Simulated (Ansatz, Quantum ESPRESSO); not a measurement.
**CsSbSe3 (Pm-3m): zone-centre phonons**

Aim: the zone-centre modes of CsSbSe3 (Pm-3m).

Calculated with Quantum ESPRESSO 8.0 development, patched; DFT LDA, scalar-relativistic, plane waves, PseudoDojo norm-conserving pseudopotentials.

The structure was built from a prototype and need not be the compound's stable phase.

## Step 1: The structure

The structure is cubic, space group Pm-3m (No. 221). Conventional cell: a = 5.316 Å, b = 5.316 Å, c = 5.316 Å, α = 90.00°, β = 90.00°, γ = 90.00°. Nearest to Cs lie 12 Se at 3.76 Å. Sb has 6 Se at 2.66 Å nearest. Se has 2 Sb at 2.66 Å and 4 Cs at 3.76 Å nearest. Farther neighbours and most contacts between anions are not listed.

Structure file:

```
Cs Sb Se
1.0
     5.31560    0.00000    0.00000
     0.00000    5.31560    0.00000
     0.00000    0.00000    5.31560
Cs Sb Se
1 1 3
Direct
  0.00000 0.00000 0.00000
  0.50000 0.50000 0.50000
  0.50000 0.50000 0.00000
  0.50000 0.00000 0.50000
  0.00000 0.50000 0.50000
```

## Step 2: A probe with smearing

Before anything dear is run, a loose run with smearing shows whether this is a metal and how far the cell is from rest.

probe.in

```
 &control
    calculation='scf',
    prefix='x',
    outdir='./tmp',
    pseudo_dir='./pseudo',
    tprnfor=.true.,
    tstress=.true.,
    verbosity='high',
 /
 &system
    ibrav=1,
    celldm(1)=10.04502819,
    nat=5,
    ntyp=3,
    ecutwfc=86.0,
    occupations='smearing',
    smearing='gaussian',
    degauss=0.01,
 /
 &electrons
    conv_thr=1.0d-07,
    mixing_beta=0.7,
    electron_maxstep=100,
 /
ATOMIC_SPECIES
 Cs    132.9055  Cs.upf
 Sb    121.7600  Sb.upf
 Se     78.9710  Se.upf
ATOMIC_POSITIONS crystal
 Cs     0.000000000   0.000000000   0.000000000
 Sb     0.500000000   0.500000000   0.500000000
 Se     0.500000000   0.500000000   0.000000000
 Se     0.500000000   0.000000000   0.500000000
 Se     0.000000000   0.500000000   0.500000000
K_POINTS automatic
 4 4 4 0 0 0
```

Run with:

```sh
$ OMP_NUM_THREADS=1 mpirun -n 4 pw.x -nk 4 -in probe.in > probe.out
```

Log:

```text
[banners, grids, parts of the stress and lines that vanish by symmetry left out]
Program PWSCF v.8.0dev
     bravais-lattice index     =            1
     lattice parameter (alat)  =      10.0450  a.u.
[...]
kinetic-energy cutoff     =      86.0000  Ry
     charge density cutoff     =     344.0000  Ry
     scf convergence threshold =      1.0E-07
[...]
Exchange-correlation= SLA-PW-NOGX-NOGC
                           (   1   4   0   0   0   0   0)
[...]
48 Sym. Ops., with inversion, found
[...]
(     0          1          0      )
                  (     0          0          1      )
[...]
(  0.0000000  1.0000000  0.0000000 )
                  (  0.0000000  0.0000000  1.0000000 )
[...]
(     0         -1          0      )
                  (     0          0          1      )
[...]
(  0.0000000  1.0000000  0.0000000 )
[...]
number of k points=    10  Gaussian smearing, width (Ry)=  0.0100
[...]
c_bands:  1 eigenvalues not converged
[...]
End of self-consistent calculation
[...]
the Fermi energy is     7.0088 ev
!    total energy              =    -955.56096544 Ry
[...]
convergence has been achieved in   7 iterations
[...]
atom    1 type  1   force =     0.00000000    0.00000000    0.00000000
     atom    2 type  2   force =     0.00000000    0.00000000    0.00000000
     atom    3 type  3   force =     0.00000000    0.00000000    0.00000000
     atom    4 type  3   force =     0.00000000    0.00000000    0.00000000
     atom    5 type  3   force =     0.00000000    0.00000000    0.00000000
[...]
Total force =     0.000000     Total SCF correction =     0.000000
[...]
total   stress  (Ry/bohr**3)                   (kbar)     P=       -3.43
[...]
XML data file, charge density, pseudopotentials, collected wavefunctions

   JOB DONE.
```

The job ended after 16 s (4 MPI ranks of Intel Xeon 6975P-C (Granite Rapids), shared host).

This step gave:

| Item | Value |
| --- | --- |
| volume per atom | 30.04 Å³ |
| pressure | -0.343 GPa |
| gap on the k-mesh | 0 eV |

No gap opens on this mesh, so smearing is kept; the start stands at -0.34 GPa.

## Step 3: Relaxation

The relaxation runs at a cutoff a fifth above that of the response, since stress converges more slowly with the basis than frequencies do. Forces and stress are brought to rest with tight thresholds.

relax.in

```
 &control
    calculation='vc-relax',
    prefix='x',
    outdir='./tmp',
    pseudo_dir='./pseudo',
    tprnfor=.true.,
    tstress=.true.,
    forc_conv_thr=2.0d-05,
    etot_conv_thr=1.0d-07,
    nstep=40,
 /
 &system
    ibrav=1,
    celldm(1)=10.04502819,
    nat=5,
    ntyp=3,
    ecutwfc=103,
    occupations='smearing',
    smearing='mv',
    degauss=0.02,
 /
 &electrons
    conv_thr=1.0d-11,
    mixing_beta=0.7,
    electron_maxstep=100,
 /
 &ions
 /
 &cell
    press_conv_thr=0.2,
 /
ATOMIC_SPECIES
 Cs    132.9055  Cs.upf
 Sb    121.7600  Sb.upf
 Se     78.9710  Se.upf
ATOMIC_POSITIONS crystal
 Cs     0.000000000   0.000000000   0.000000000
 Sb     0.500000000   0.500000000   0.500000000
 Se     0.500000000   0.500000000   0.000000000
 Se     0.500000000   0.000000000   0.500000000
 Se     0.000000000   0.500000000   0.500000000
K_POINTS automatic
 6 6 6 0 0 0
```

Run with:

```sh
$ OMP_NUM_THREADS=1 mpirun -n 4 pw.x -nk 4 -in relax.in > relax.out
```

Log:

```text
[banners, grids, parts of the stress and lines that vanish by symmetry left out]
[banner, memory and clock lines left out]
Program PWSCF v.8.0dev

[...]
kinetic-energy cutoff     =     103.0000  Ry
     charge density cutoff     =     412.0000  Ry
     scf convergence threshold =      1.0E-11
[...]
energy convergence thresh.=      1.0E-07
     force convergence thresh. =      2.0E-05
     press convergence thresh. =      2.0E-01
     Exchange-correlation= SLA-PW-NOGX-NOGC
                           (   1   4   0   0   0   0   0)
[...]
48 Sym. Ops., with inversion, found
[...]
number of k points=    20  Marzari-Vanderbilt smearing, width (Ry)=  0.0200
[...]
c_bands:  1 eigenvalues not converged
[...]
End of self-consistent calculation
[...]
the Fermi energy is     7.0032 ev
!    total energy              =    -955.55964728 Ry
[...]
convergence has been achieved in  10 iterations
[...]
atom    1 type  1   force =     0.00000000    0.00000000    0.00000000
     atom    2 type  2   force =     0.00000000    0.00000000    0.00000000
     atom    3 type  3   force =     0.00000000    0.00000000    0.00000000
     atom    4 type  3   force =     0.00000000    0.00000000    0.00000000
     atom    5 type  3   force =     0.00000000    0.00000000    0.00000000
     Total force =     0.000000     Total SCF correction =     0.000000
[...]
total   stress  (Ry/bohr**3)                   (kbar)     P=        2.06
[...]
number of bfgs steps    =   0
[...]
CELL_PARAMETERS (alat= 10.04502819)
[...]
ATOMIC_POSITIONS (crystal)
Cs               0.0000000000        0.0000000000        0.0000000000
Sb               0.5000000000        0.5000000000        0.5000000000
Se               0.5000000000        0.5000000000        0.0000000000
Se               0.5000000000        0.0000000000        0.5000000000
[...]
New effective cutoffs (rho, wfc):  411.70  102.93
[...]
End of self-consistent calculation
[...]
the Fermi energy is     6.9895 ev
!    total energy              =    -955.55966045 Ry
[...]
convergence has been achieved in   5 iterations
[...]
atom    1 type  1   force =     0.00000000    0.00000000    0.00000000
     atom    2 type  2   force =     0.00000000    0.00000000    0.00000000
     atom    3 type  3   force =     0.00000000    0.00000000    0.00000000
     atom    4 type  3   force =     0.00000000    0.00000000    0.00000000
     atom    5 type  3   force =     0.00000000    0.00000000    0.00000000
     Total force =     0.000000     Total SCF correction =     0.000000
[...]
total   stress  (Ry/bohr**3)                   (kbar)     P=        1.58
[...]
number of bfgs steps    =   1
[...]
CELL_PARAMETERS (alat= 10.04502819)
[...]
ATOMIC_POSITIONS (crystal)
[...]
New effective cutoffs (rho, wfc):  411.38  102.85
[...]
End of self-consistent calculation
[...]
the Fermi energy is     6.9745 ev
!    total energy              =    -955.55967092 Ry
[...]
convergence has been achieved in   7 iterations
[...]
atom    1 type  1   force =     0.00000000    0.00000000    0.00000000
     atom    2 type  2   force =     0.00000000    0.00000000    0.00000000
     atom    3 type  3   force =     0.00000000    0.00000000    0.00000000
     atom    4 type  3   force =     0.00000000    0.00000000    0.00000000
[...]
Total force =     0.000000     Total SCF correction =     0.000000
[...]
total   stress  (Ry/bohr**3)                   (kbar)     P=        1.05
[...]
number of bfgs steps    =   2
[...]
CELL_PARAMETERS (alat= 10.04502819)
[...]
ATOMIC_POSITIONS (crystal)
[...]
New effective cutoffs (rho, wfc):  410.91  102.73
[...]
End of self-consistent calculation
[...]
the Fermi energy is     6.9520 ev
!    total energy              =    -955.55967879 Ry
[...]
convergence has been achieved in   7 iterations
[...]
Total force =     0.000000     Total SCF correction =     0.000000
[...]
total   stress  (Ry/bohr**3)                   (kbar)     P=        0.27
[...]
number of bfgs steps    =   3
[...]
CELL_PARAMETERS (alat= 10.04502819)
[...]
ATOMIC_POSITIONS (crystal)
[...]
New effective cutoffs (rho, wfc):  410.75  102.69
[...]
End of self-consistent calculation
[...]
the Fermi energy is     6.9443 ev
!    total energy              =    -955.55967933 Ry
[...]
convergence has been achieved in   6 iterations
[...]
Total force =     0.000000     Total SCF correction =     0.000000
[...]
total   stress  (Ry/bohr**3)                   (kbar)     P=        0.00
[...]
number of bfgs steps    =   4
[...]
small trust_radius: resetting bfgs history
[...]
CELL_PARAMETERS (alat= 10.04502819)
[...]
ATOMIC_POSITIONS (crystal)
[...]
New effective cutoffs (rho, wfc):  410.75  102.69
[...]
End of self-consistent calculation
[...]
the Fermi energy is     6.9443 ev
!    total energy              =    -955.55967933 Ry
[...]
convergence has been achieved in   1 iterations
[...]
atom    3 type  3   force =     0.00000000    0.00000000    0.00000000
     atom    4 type  3   force =     0.00000000    0.00000000    0.00000000
     atom    5 type  3   force =     0.00000000    0.00000000    0.00000000
     Total force =     0.000000     Total SCF correction =     0.000000
[...]
total   stress  (Ry/bohr**3)                   (kbar)     P=       -0.00
[...]
bfgs converged in   6 scf cycles and   5 bfgs steps
[...]
End of BFGS Geometry Optimization
     Final enthalpy           =    -955.5596793325 Ry
     File ./tmp/x.bfgs deleted, as requested
[...]
CELL_PARAMETERS (alat= 10.04502819)
[...]
ATOMIC_POSITIONS (crystal)
[...]
Se               0.5000000000        0.0000000000        0.5000000000
Se               0.0000000000        0.5000000000        0.5000000000
[...]
Final scf calculation at the relaxed structure.
[...]
kinetic-energy cutoff     =     103.0000  Ry
     charge density cutoff     =     412.0000  Ry
     scf convergence threshold =      1.0E-13
[...]
press convergence thresh. =      2.0E-01
     Exchange-correlation= SLA-PW-NOGX-NOGC
                           (   1   4   0   0   0   0   0)
[...]
48 Sym. Ops., with inversion, found
[...]
number of k points=    20  Marzari-Vanderbilt smearing, width (Ry)=  0.0200
[...]
c_bands:  1 eigenvalues not converged
[...]
End of self-consistent calculation
[...]
the Fermi energy is     6.9443 ev
!    total energy              =    -955.55968050 Ry
[...]
convergence has been achieved in  12 iterations
[...]
atom    1 type  1   force =     0.00000000    0.00000000    0.00000000
     atom    2 type  2   force =     0.00000000    0.00000000    0.00000000
     atom    3 type  3   force =     0.00000000    0.00000000    0.00000000
     atom    4 type  3   force =     0.00000000    0.00000000    0.00000000
     atom    5 type  3   force =     0.00000000    0.00000000    0.00000000
     Total force =     0.000000     Total SCF correction =     0.000000
[...]
total   stress  (Ry/bohr**3)                   (kbar)     P=        0.00
[...]
XML data file, charge density, pseudopotentials, collected wavefunctions
```

The job ended after 4.2 min (4 MPI ranks).

Relaxation path:

| step | energy less that of the first step (eV) | largest force (eV/Å) | pressure (GPa) | volume (Å³) |
| --- | --- | --- | --- | --- |
| 1 | 0.0000 | 0.0000 | 0.21 | 150.20 |
| 2 | -0.0002 | 0.0000 | 0.16 | 150.35 |
| 3 | -0.0003 | 0.0000 | 0.11 | 150.53 |
| 4 | -0.0004 | 0.0000 | 0.03 | 150.79 |
| 5 | -0.0004 | 0.0000 | 0.00 | 150.88 |
| 6 | -0.0004 | 0.0000 | 0.00 | 150.88 |
| 7 | -0.0005 | 0.0000 | 0.00 | 150.88 |

| conventional cell, symmetrised | before | after | change |
| --- | --- | --- | --- |
| a (Å) | 5.316 | 5.324 | +0.2 % |
| b (Å) | 5.316 | 5.324 | +0.2 % |
| c (Å) | 5.316 | 5.324 | +0.2 % |
| volume (Å³/atom) | 30.04 | 30.18 | +0.5 % |

Final coordinates:

```
Cs Sb Se
1.0
     5.32362    0.00000    0.00000
     0.00000    5.32362    0.00000
     0.00000    0.00000    5.32362
Cs Sb Se
1 1 3
Direct
  0.00000 0.00000 0.00000
  0.50000 0.50000 0.50000
  0.50000 0.50000 0.00000
  0.50000 0.00000 0.50000
  0.00000 0.50000 0.50000
```

The last row of the table of steps is pw.x's closing run on a basis chosen anew for the final cell, so its energy can jump.

Read from the output:

- volume per atom: 30.18 Å³
- pressure: 0 GPa

The volume changes by +0.5 % from the cell with which this run began.

## Step 4: Self-consistent run for the response

The response is built on this ground state, so it is converged far tighter than an energy would need. Smearing stays on, as the first look found no gap above 0.3 eV.

scf.in

```
 &control
    calculation='scf',
    prefix='x',
    outdir='./tmp',
    pseudo_dir='./pseudo',
    tprnfor=.true.,
    tstress=.true.,
 /
 &system
    ibrav=1,
    celldm(1)=10.0601858,
    nat=5,
    ntyp=3,
    ecutwfc=86.0,
    occupations='smearing',
    smearing='mv',
    degauss=0.02,
 /
 &electrons
    conv_thr=1.0d-12,
    mixing_beta=0.7,
    electron_maxstep=100,
 /
ATOMIC_SPECIES
 Cs    132.9055  Cs.upf
 Sb    121.7600  Sb.upf
 Se     78.9710  Se.upf
ATOMIC_POSITIONS crystal
 Cs     0.000000000   0.000000000   0.000000000
 Sb     0.500000000   0.500000000   0.500000000
 Se     0.500000000   0.500000000   0.000000000
 Se     0.500000000   0.000000000   0.500000000
 Se     0.000000000   0.500000000   0.500000000
K_POINTS automatic
 6 6 6 0 0 0
```

Run with:

```sh
$ OMP_NUM_THREADS=1 mpirun -n 4 pw.x -nk 4 -in scf.in > scf.out
```

Log:

```text
[banners, grids, parts of the stress and lines that vanish by symmetry left out]
[banner, memory and clock lines left out]
Program PWSCF v.8.0dev

[...]
kinetic-energy cutoff     =      86.0000  Ry
     charge density cutoff     =     344.0000  Ry
     scf convergence threshold =      1.0E-12
[...]
Exchange-correlation= SLA-PW-NOGX-NOGC
                           (   1   4   0   0   0   0   0)
[...]
48 Sym. Ops., with inversion, found
[...]
number of k points=    20  Marzari-Vanderbilt smearing, width (Ry)=  0.0200
[...]
c_bands:  1 eigenvalues not converged
[...]
End of self-consistent calculation
[...]
the Fermi energy is     6.9443 ev
!    total energy              =    -955.55959061 Ry
[...]
convergence has been achieved in  11 iterations
[...]
atom    1 type  1   force =     0.00000000    0.00000000    0.00000000
     atom    2 type  2   force =     0.00000000    0.00000000    0.00000000
     atom    3 type  3   force =     0.00000000    0.00000000    0.00000000
     atom    4 type  3   force =     0.00000000    0.00000000    0.00000000
     atom    5 type  3   force =     0.00000000    0.00000000    0.00000000
     Total force =     0.000000     Total SCF correction =     0.000000
[...]
total   stress  (Ry/bohr**3)                   (kbar)     P=       -0.02
[...]
XML data file, charge density, pseudopotentials, collected wavefunctions
```

Wall time 37 s (4 MPI ranks); 2.4 min of CPU time.

Numbers from this step:

```
pressure : -0.002 GPa
```

The cell stands at -0.002 GPa, close enough for phonons.

(Part 1 of 3 ends here.)

[Host names and launcher messages were left out of these logs when they were recorded.]

[Logs are printed without paths, hosts, clocks, repeated set-up lines and the standing remarks that a program may print on its own settings, such as how far it seeks lower states.]

[Hosts, paths, dates, database ids (printed as entryN), source tags and the programs' standing remarks are cut or masked in the printed files.]
